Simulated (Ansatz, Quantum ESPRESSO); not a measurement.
# MgS (F-43m): phonons by linear response, part 4 of 4

How does MgS (F-43m) vibrate, and is this structure a minimum?

Quantum ESPRESSO 7.5; DFT LDA, scalar-relativistic, plane waves, GBRV ultrasoft pseudopotentials.

So far, lowest frequency on the path (cm⁻¹): step 13 (the dispersion under another sum rule (asr no)) -12.2.

**15. Cross-check with Ansatz**

The same cell goes through another code, with its own cutoff. It uses its own PAW datasets, so the potentials differ. Its k mesh is centred on Γ.

This step: DFT LDA, scalar-relativistic, plane waves, PAW (Ansatz 0.2.0).

The input, input.yaml:

```yaml
crystal:
  lattice:
    - [-2.796174793, 0.0, 2.796174793]
    - [0.0, 2.796174793, 2.796174793]
    - [-2.796174793, 2.796174793, 0.0]
  atoms:
    - { symbol: Mg, position: [0.0, 0.0, 0.0] }
    - { symbol: S, position: [0.75, 0.75, 0.75] }
kpoints:
  mp_grid: { grid: [8, 8, 8] }
hamiltonian:
  xc: lda
scf:
  occupations: { method: fixed }
output:
  eigenvalues: true
phonons:
  method: dfpt
  dielectric: true
  rigid_motions: translations
  qmesh: [4, 4, 4]
  temperatures: { t_max: 1000, t_step: 50 }
  qpath:
    path:
      - [[0.0, 0.0, 0.0], [0.0, 0.5, 0.5], [0.0, 0.625, 0.375]]
      - [[-0.375, 0.375, 0.0], [0.0, 0.0, 0.0], [0.0, 0.5, 0.0], [-0.25, 0.5, 0.25], [0.0, 0.5, 0.5]]
    npoints: 12
```

Started as:

```console
ansatz run input.yaml --threads 4 --pin off --max-ram 8192MiB --backend cpu --events-out ev --progress --plain --runs-dir out
```

Numbers of over 12 decimals in the logs are rounded to 6 here.

The program printed:

```text
Warning: phonons: the dynamical matrix that this run interpolates holds no multipole term above the dipole-dipole one, and a site of this crystal is no centre of inversion, so its interpolated transverse optical and acoustic branches and sound speeds can stay off near Gamma, and the density of states and the thermodynamics with them. What a run solves at a wave vector of phonons.qpoints, Gamma apart, where the deck admits one, is free of this, and under fd what a larger phonons.supercell samples
Engine: ansatz 0.2.0, aarch64-unknown-linux-gnu
Pseudopotentials: kind: paw
Pseudopotential: Mg, paw, valence charge 10, recommended cutoff 420 eV (normal), Mg.paw.azcp
Pseudopotential: S, paw, valence charge 6, recommended cutoff 420 eV (normal), S.paw.azcp
Functional definition: SPW92
  exchange = slater_x
  correlation = pw_c
Crystal: 2 atoms, lattice volume = 43.724 Å³
Basis set: ecut = 420 eV, 869 PW (Γ), exchange–correlation on 54×54×54 points (8 copies of the dense FFT grid, shifted against one another)
Bands: 12, of which v1, the nominal top of the filled ones, is band 8 counted from 1 (7 counted from 0)
Symmetry: 24 space group operations
k-points: 95 of 512 (irreducible under 4 space group operations, time reversal used)
Non-local potential: Mg, projectors of the file, l = 0: 3, l = 1: 2, l = 2: 1
Non-local potential: S, projectors of the file, l = 0: 2, l = 1: 2, l = 2: 2
PAW form: soft (Blöchl's): semilocal exchange-correlation on the pseudo side does not see the compensation charge
PAW frozen core: Mg, regenerated for the run's functional, and the local potential with it (the file was generated under x = pbe(κ = 0.804, μ = 0.219515), c = pbe(β = 0.066725))
PAW frozen core: S, regenerated for the run's functional, and the local potential with it (the file was generated under x = pbe(κ = 0.804, μ = 0.219515), c = pbe(β = 0.066725))
PAW one-centre angular grid: Mg, 110 points (default); XC on 64 Gauss nodes
PAW one-centre angular grid: S, 110 points (default); XC on 64 Gauss nodes
Initial density: superposition of atomic densities (neutral atoms: chi_scale 0, normalization atom), corrected by the library's trained network
Initial wavefunctions: pseudopotential atomic-orbital guess
Functional: x = slater, c = lda
SCF iter   1: F=—  HF=-2774.012584 eV  |F-HF|=—  |Δ(HF+E_count)|=         —  Δρ=6.03e-3  dr2=1.08e-2  ethr=1.77e-3  ⟨swp⟩=5.0  Hψ=6185  notcnv=0  defer=182
preconditioner: auto → none  [insulator: Δε(μ)=3.316 eV  Ē_g=11.092 eV  n_scr=14 (ndim 8)  ℏωp=15.9 eV  f_vac=0.013  ε∞_Penn≈3.1]
SCF iter   2: F=—  HF=-2774.005530 eV  |F-HF|=—  |Δ(HF+E_count)|=   7.05e-3  Δρ=2.41e-3  dr2=1.37e-3  ethr=6.76e-5  ⟨swp⟩=2.9  Hψ=2842  notcnv=0  defer=184
SCF iter   3: F=—  HF=-2774.004878 eV  |F-HF|=—  |Δ(HF+E_count)|=   6.52e-4  Δρ=3.72e-4  dr2=3.99e-5  ethr=8.58e-6  ⟨swp⟩=2.0  Hψ=2096  notcnv=0  defer=184
SCF iter   4: F=—  HF=-2774.004867 eV  |F-HF|=—  |Δ(HF+E_count)|=   1.17e-5  Δρ=7.21e-5  dr2=1.51e-6  ethr=2.50e-7  ⟨swp⟩=2.0  Hψ=1478  notcnv=0  defer=69
SCF iter   5: F=—  HF=-2774.004869 eV  |F-HF|=—  |Δ(HF+E_count)|=   2.06e-6  Δρ=1.38e-5  dr2=1.40e-7  ethr=9.44e-9  ⟨swp⟩=2.0  Hψ=1520  notcnv=0
SCF iter   6: F=—  HF=-2774.004869 eV  |F-HF|=—  |Δ(HF+E_count)|=   3.50e-8  Δρ=2.84e-6  dr2=2.56e-9  ethr=8.76e-10  ⟨swp⟩=2.0  Hψ=1493  notcnv=0
SCF iter   7: F=-2774.004869 eV  HF=-2774.004869 eV  |F-HF|=2.41e-11  |Δ(HF+E_count)|=  2.71e-10  Δρ=3.36e-7  dr2=5.45e-11  ethr=1.00e-12  ⟨swp⟩=6.3  Hψ=7242  notcnv=0
SCF 1 converged in 7 iterations: F = -2774.004869 eV  dr2 = 5.45e-11
  greatest PAW one-centre occupation: 1.000 electrons in one spin orbital (limit 2), on the Mg atom at site 0 (counted from 0), in its partial waves of l = 1
DFPT response loops at Γ: preconditioner auto → none (the input reference at scf.mixing.eps_inf says where Resta's filter doesn't serve); β = 0.50; Broyden in place of MSR1
── the response to a field inside a basis, on 8×8×8 k-points: an SCF that follows is theirs, and a resumed run solves both again ──
Bands: 9, of which v1, the nominal top of the filled ones, is band 8 counted from 1 (7 counted from 0)
k-points: 60 of 512 (irreducible under 6 space group operations, time reversal used)
Initial density: handed on by an earlier stage of this run
Initial wavefunctions: pseudopotential atomic-orbital guess (no wavefunctions were taken with the density)
Eigensolver: Dense (60 Hₖ)
SCF iter   1: F=—  HF=-2774.004102 eV  |F-HF|=—  |Δ(HF+E_count)|=         —  Δρ=8.89e-5  dr2=4.49e-7  ethr=1.00e-1
preconditioner: auto → none  [insulator: Δε(μ)=3.594 eV  Ē_g=8.957 eV  n_scr=14 (ndim 8)  ℏωp=15.9 eV  f_vac=0.011  ε∞_Penn≈4.1]
SCF iter   2: F=—  HF=-2774.004103 eV  |F-HF|=—  |Δ(HF+E_count)|=   4.42e-7  Δρ=4.46e-5  dr2=1.13e-7  ethr=2.81e-9
SCF iter   3: F=-2774.004103 eV  HF=-2774.004103 eV  |F-HF|=4.61e-10  |Δ(HF+E_count)|=   1.55e-7  Δρ=1.20e-6  dr2=6.49e-10  ethr=7.05e-10
SCF 1 converged in 3 iterations: F = -2774.004103 eV  dr2 = 6.49e-10
DFPT response loops at Γ: mixed as the last ones told, above
NSCF: frozen V_eff on 29 k-points
NSCF: frozen V_eff on 576 k-points
DFPT response loops at q = (0, 0, 0.25) (fractional): mixed as the last ones told, above
NSCF: frozen V_eff on 300 k-points
DFPT response loops at q = (0, 0, -0.5) (fractional): preconditioner auto → Resta (q_TF=auto, 2.307 Å⁻¹)  ε∞=4.2 (no band partly filled); β = 1.00, the filter's whole step (`scf.mixing.beta` (0.50) is not read by the response loops at its default; to damp them type it under 1.00, their step now; it binds the ground state too); Broyden in place of MSR1
NSCF: frozen V_eff on 328 k-points
DFPT response loops at q = (0, 0.25, 0.25) (fractional): preconditioner auto → none (the input reference at scf.mixing.eps_inf says where Resta's filter doesn't serve); β = 0.50; Broyden in place of MSR1
NSCF: frozen V_eff on 1024 k-points
DFPT response loops at q = (0, 0.25, -0.5) (fractional): mixed as the last ones told, above
NSCF: frozen V_eff on 576 k-points
DFPT response loops at q = (0, 0.25, -0.25) (fractional): mixed as the last ones told, above
NSCF: frozen V_eff on 190 k-points
DFPT response loops at q = (0, -0.5, -0.5) (fractional): preconditioner auto → Resta (q_TF=auto, 2.307 Å⁻¹)  ε∞=4.2 (no band partly filled); β = 1.00, the filter's whole step (`scf.mixing.beta` (0.50) is not read by the response loops at its default; to damp them type it under 1.00, their step now; it binds the ground state too); Broyden in place of MSR1
NSCF: frozen V_eff on 328 k-points
DFPT response loops at q = (0.25, -0.5, -0.25) (fractional): preconditioner auto → none (the input reference at scf.mixing.eps_inf says where Resta's filter doesn't serve); β = 0.50; Broyden in place of MSR1
SCF converged after 7 iterations
Free energy (F): -2774.004869 eV
Harris-Foulkes:  -2774.004869 eV  (|F-HF|=2.41e-11)
Internal energy: -2774.004869 eV  (E = F + TS)
E sigma→0 (E₀):  -2774.004869 eV
Fermi energy:    3.232527 eV
--- Per-component energies (eV) ---
  E_band       = -366.586234
  E_kinetic    = 185.173950
  E_local      = -1867.557935  (includes V_loc(G=0)·N_el)
  E_nonlocal   = 125.515762
  E_hartree    = 675.324614
  E_xc         = -126.119922
  E_vxc        = -126.561210  (∫ρ·V_xc dr)
  E_paw        = -839.978693  (= ΣΔE_a)
  E_vpaw       = -33.806061  (= ΣTr[D̂ρ^β])
  E_aug_tail   = 0.000002  (compensation charges beyond the density's cutoff)
  E_ewald      = -926.666324
  E_core_change = 0.303677  (= ΣΔE_core)
  E_smearing   = -0.000000  (= −TS)
  E_closure    = 0.000000  (closes the sum)
  Σ components = -2774.004869   (vs F -2774.004869, Δ=0.00e0)
--- Band table (eV; the first three rows and the last of 95) ---
  k-point 0: bands = [... 4 lower, -8.1476, 3.2325, 3.2325, 3.2325, 6.6017, 11.0652, 11.0652, 11.0652]
  k-point 1: bands = [... 4 lower, -8.0510, 2.5001, 3.1761, 3.1761, 7.2923, 10.8821, 11.2482, 11.2482]
  k-point 2: bands = [... 4 lower, -7.7995, 1.2566, 3.0492, 3.0492, 8.1332, 10.9595, 11.2758, 11.2758]
  k-point 94: bands = [... 4 lower, -7.1384, 0.2429, 2.1347, 2.1347, 6.8586, 8.6986, 14.4692, 15.5411]
--- Phonons (Γ-DFPT): 2 representative perturbations + reference, on 95 of 512 k-points (Σ response iterations 6) ---
  k mesh reduced under 4 symmetry operations, with k and −k counted as one. Each operation leaves every solved perturbation unchanged. A smaller set is not considered because the run solves the response to a homogeneous field
  ASR residual: 1.583e-4 → 0.000e0 eV/Å²; symmetrization residual: 2.975e-6 eV/Å²
  ASR residual per site (eV/Å²): 1.58e-4 9.61e-5
  Γ frequencies (cm⁻¹): 0.00 0.00 0.00 343.73 343.73 343.73
  ε∞ (high-frequency dielectric tensor):
        4.193331    -0.000000     0.000000
       -0.000000     4.193331    -0.000000
        0.000000    -0.000000     4.193331
  ε⁰ (static dielectric tensor: ions relaxed, cell fixed):
        6.602361    -0.000000     0.000000
       -0.000000     6.602361    -0.000000
        0.000000    -0.000000     6.602361
  ε⁰ − ε∞ (ionic part):
        2.409030    -0.000000     0.000000
       -0.000000     2.409030    -0.000000
        0.000000    -0.000000     2.409030
  softest optical mode at Γ: 343.73 cm⁻¹; the repairs (sum rule, projections) moved no ω² at Γ by more than (1.40 cm⁻¹)²
  Born effective charges Z* (e; rows j = field, columns β = displacement):
    site 0:
         1.86987   -0.00000    0.00000
        -0.00000    1.86987   -0.00000
         0.00000    0.00000    1.86987
    site 1:
        -1.86987    0.00000   -0.00000
         0.00000   -1.86987    0.00000
        -0.00000   -0.00000   -1.86987
  Z* charge neutrality: 2.779e-4 e pre-enforcement
  solved inside a basis spanned on kpoints, on 8×8×8 k-points, its susceptibility summed on 12×12×12: ε∞ is read to err by 9.6e-3, Z* by 1.1e-2 e (field_mesh: kpoints solves on kpoints); Z* is corrected for what the basis lacks
  optical modes at Γ without the LO–TO term, one row a degenerate level:
      ω (cm⁻¹)  modes    IR ((D/Å)²/amu)
        343.73      3            17.5048
  optical modes at Γ + LO–TO along q̂ = [1.0000, 0.0000, 0.0000]:
      ω (cm⁻¹)  modes    IR ((D/Å)²/amu)
        343.73      2            11.6699
        431.31      1             5.8349
  optical modes at Γ + LO–TO along q̂ = [0.0000, 1.0000, 0.0000]:
      ω (cm⁻¹)  modes    IR ((D/Å)²/amu)
        343.73      2            11.6699
        431.31      1             5.8349
  optical modes at Γ + LO–TO along q̂ = [0.0000, 0.0000, 1.0000]:
      ω (cm⁻¹)  modes    IR ((D/Å)²/amu)
        343.73      2            11.6699
        431.31      1             5.8349
--- Phonons (arbitrary-q DFPT): 8 irreducible q on the 4×4×4 mesh ---
  q = [0.0000, 0.0000, 0.0000] (star 1, of the zone-centre solve; hermiticity 9.91e-7, symmetrization 5.20e-14): -0.00 -0.00 0.00 343.73 343.73 343.73
  q = [0.0000, 0.0000, 0.2500] (star 8, 2 solved perturbations on 288 of 512 k-point pairs; hermiticity 4.26e-7, symmetrization 2.77e-13): 59.51 59.51 169.86 342.02 342.02 402.72
  q = [0.0000, 0.0000, -0.5000] (star 4, 2 solved perturbations on 150 of 512 k-point pairs; hermiticity 4.60e-8, symmetrization 5.08e-13): 78.67 78.67 274.01 341.53 341.53 346.89
  q = [0.0000, 0.2500, 0.2500] (star 6, 4 solved perturbations in 528 linear systems a pass and spin channel, the states on 164 of 512 k-point pairs; hermiticity 4.12e-7, symmetrization 1.13e-13): 90.77 90.77 170.79 340.84 340.84 405.48
  q = [0.0000, 0.2500, -0.5000] (star 24, 4 solved perturbations in 1600 linear systems a pass and spin channel, the states on 512 of 512 k-point pairs; hermiticity 1.98e-7, symmetrization 3.54e-13): 104.57 144.51 248.82 339.92 340.83 354.06
  q = [0.0000, 0.2500, -0.2500] (star 12, 4 solved perturbations in 904 linear systems a pass and spin channel, the states on 288 of 512 k-point pairs; hermiticity 2.72e-7, symmetrization 2.69e-13): 86.83 146.27 220.69 339.71 344.46 364.02
  q = [0.0000, -0.5000, -0.5000] (star 3, 4 solved perturbations in 308 linear systems a pass and spin channel, the states on 95 of 512 k-point pairs; hermiticity 3.92e-7, symmetrization 1.66e-13): 118.19 118.19 286.37 339.99 339.99 347.06
  q = [0.2500, -0.5000, -0.2500] (star 6, 4 solved perturbations in 502 linear systems a pass and spin channel, the states on 164 of 512 k-point pairs; hermiticity 4.48e-7, symmetrization 3.72e-13): 142.67 158.30 269.55 312.32 343.73 348.52
  sum rule: each row above includes the acoustic sum rule's correction from the zone centre's row sums; it moved no ω² by more than (1.33 cm⁻¹)²
  mesh force constants: q→R imaginary residual 5.57e-18; ASR residual 1.583e-4 → 0.000e0 eV/Å²; symmetrization residual 5.329e-15 eV/Å²
  interpolated dispersion: 75 rows × 6 modes
  density of states and harmonic sums: on the 20×20×20 q-mesh, interpolated from the force constants of a 4×4×4 supercell (with the dipole–dipole term)
  largest difference from the sums on the solved wave vectors: F 9.61e-3 eV, S 1.36e-5 and C_V 3.99e-6 eV/K
  zero-point energy: 0.092678 eV/cell   skipped modes (ω ≤ 0): 3   left out of the sums: 6.25e-5 of the cell's modes: C_V's classical limit lies that fraction below 3 k_B per atom; for a crystal, a wire or a layer, F and S can be off by more, and a phonons.interpolated_qmesh denser along its periods is the remedy for the sampling
```

Wall time 61 s (4 threads of Arm Neoverse V2, shared host); peak memory 0.83 GiB; 3.9 min of CPU time.

This step gave:

```yaml
gap_on_the_k_mesh: 3.369 eV
sum_rule_residual_before_enforcement: 1.58e-4 eV/Å²
miss_of_the_charge_sum_rule: 2.78e-4 e
estimated_error_of_the_dielectric_tensor: 0.009591
estimated_error_of_the_born_charges: 0.01058 e
mean_frequency: 249.2 cm⁻¹
debye_temperature_second_moment: 507 K
logarithmic_mean_frequency: 216.9 cm⁻¹
highest_optical_zone_centre_mode_no_lo_to_term: 343.7 cm⁻¹
lowest_optical_zone_centre_mode: 343.7 cm⁻¹
mean_high_frequency_dielectric_constant: 4.193
largest_born_charge_in_size_third_of_the_trace: 1.870 e
mean_static_dielectric_constant: 6.602
highest_mode_moved_by_the_lo_to_term: 431.3 cm⁻¹
```

Transverse modes. Lines of the infrared spectrum (strongest = 100):

| position (cm⁻¹) | label | IR intensity ((D/Å)²/amu), degenerate modes summed, relative |
| --- | --- | --- |
| 344 | T2 | 100 |

**16. Side by side: QE GBRV and Ansatz, PAW**

Numbers from this step:

```
root-mean-square difference             : 0.59 cm⁻¹
largest difference                      : 1.42 cm⁻¹
root-mean-square difference on the path : 0.3 cm⁻¹
largest difference on the path          : 0.4 cm⁻¹
```

The 12 of 48 modes that differ most. Frequencies side by side:

| q (reciprocal lattice) | mode | QE GBRV (cm⁻¹) | Ansatz, PAW (cm⁻¹) |
| --- | --- | --- | --- |
| 0 0 0 | 1 | -12.2 | 0 |
| 0 0 0 | 2 | -12.2 | 0 |
| 0 0 0 | 3 | -12.2 | 0 |
| 0 0 0.25 | 1 | 58.09 | 59.51 |
| 0 0 0.25 | 2 | 58.09 | 59.51 |
| 0 0 -0.5 | 1 | 77.52 | 78.67 |
| 0 0 -0.5 | 2 | 77.52 | 78.67 |
| 0 0.25 0.25 | 1 | 89.71 | 90.77 |
| 0 0.25 0.25 | 2 | 89.71 | 90.77 |
| 0 0.25 -0.5 | 1 | 103.6 | 104.6 |
| 0 0.25 -0.25 | 1 | 85.77 | 86.83 |
| 0 -0.5 -0.5 | 1 | 117.3 | 118.2 |

The two runs side by side. Further quantities:

| quantity | QE GBRV | Ansatz, PAW |
| --- | --- | --- |
| mean ε∞ | 4.212 | 4.193 |
| largest Born charge in size (e; the first before, the second after the charge sum rule) | 1.874 | 1.87 |

The interpolated bands of the two lie on top of each other.

At the solved wavevectors the largest difference (acoustic modes at Γ apart) is 0.4 % of the highest mode, but 2 % of the mode at 58 cm⁻¹ on which it sits.

**17. Results**

| Property | Result |
| --- | --- |
| space group after relaxation | F-43m |
| volume per atom | 21.9 Å³ |
| gap on the k-mesh | 3.37 eV |
| highest optical zone-centre mode (no LO-TO term) | 344.1 cm⁻¹ |
| highest mode moved by the LO-TO term | 431.5 cm⁻¹ |
| mean high-frequency dielectric constant | 4.21 |
| largest Born charge in size (third of the trace) | 1.87 e |
| mean static dielectric constant | 6.62 |
| q mesh | 4×4×4 |
| lowest mode on the q mesh (acoustic ones at the zone centre apart) | 58.1 cm⁻¹ |
| zero-point energy per atom | 46.7 meV |
| heat capacity at 300 K | 21.8 J/(mol atoms K) |
| vibrational entropy at 300 K | 25.4 J/(mol atoms K) |
| imaginary modes on the q mesh | none |
| largest difference from Ansatz, PAW | 1.42 cm⁻¹ |

**Reading.** MgS (F-43m) is dynamically stable on the 4×4×4 mesh; its spectrum reaches 432 cm⁻¹. At the LDA level the optical modes of MgS (F-43m) at the zone centre (no LO-TO term) lie at 344 cm⁻¹. Along the directions run, the highest mode that the macroscopic field moves lies at 431 cm⁻¹. Lattice motion raises the mean dielectric constant from 4.212 to 6.623. The Born charge of Mg is 1.871 e against a formal charge of +2, close to the ionic value. The Lyddane-Sachs-Teller relation holds: (ωLO/ωTO)² is 1.57 and ε₀/ε∞ is 1.57. QE GBRV and Ansatz, PAW differ by 0.6 cm⁻¹ in the root mean square and by 1.4 cm⁻¹ at most, 0.4 % of the highest mode compared (acoustic modes at Γ left out; ph.x's values are those before the sum rule); the two use different potentials, and the cell was not relaxed for the second set. These are harmonic frequencies at zero temperature: anharmonic shifts and linewidths and thermal expansion are left out. The LDA runs differ in the fit of the correlation energy, Perdew-Zunger in some and Perdew-Wang in others. The structure comes from a database and need not be the phase that is stable at ambient conditions.

[Host names and launcher messages were left out of these logs when they were recorded.]

[Logs are printed without paths, hosts, clocks, repeated set-up lines and the standing remarks that a program may print on its own settings, such as how far it seeks lower states.]

[Hosts, paths, dates, database ids (printed as entryN), source tags and the programs' standing remarks are cut or masked in the printed files.]
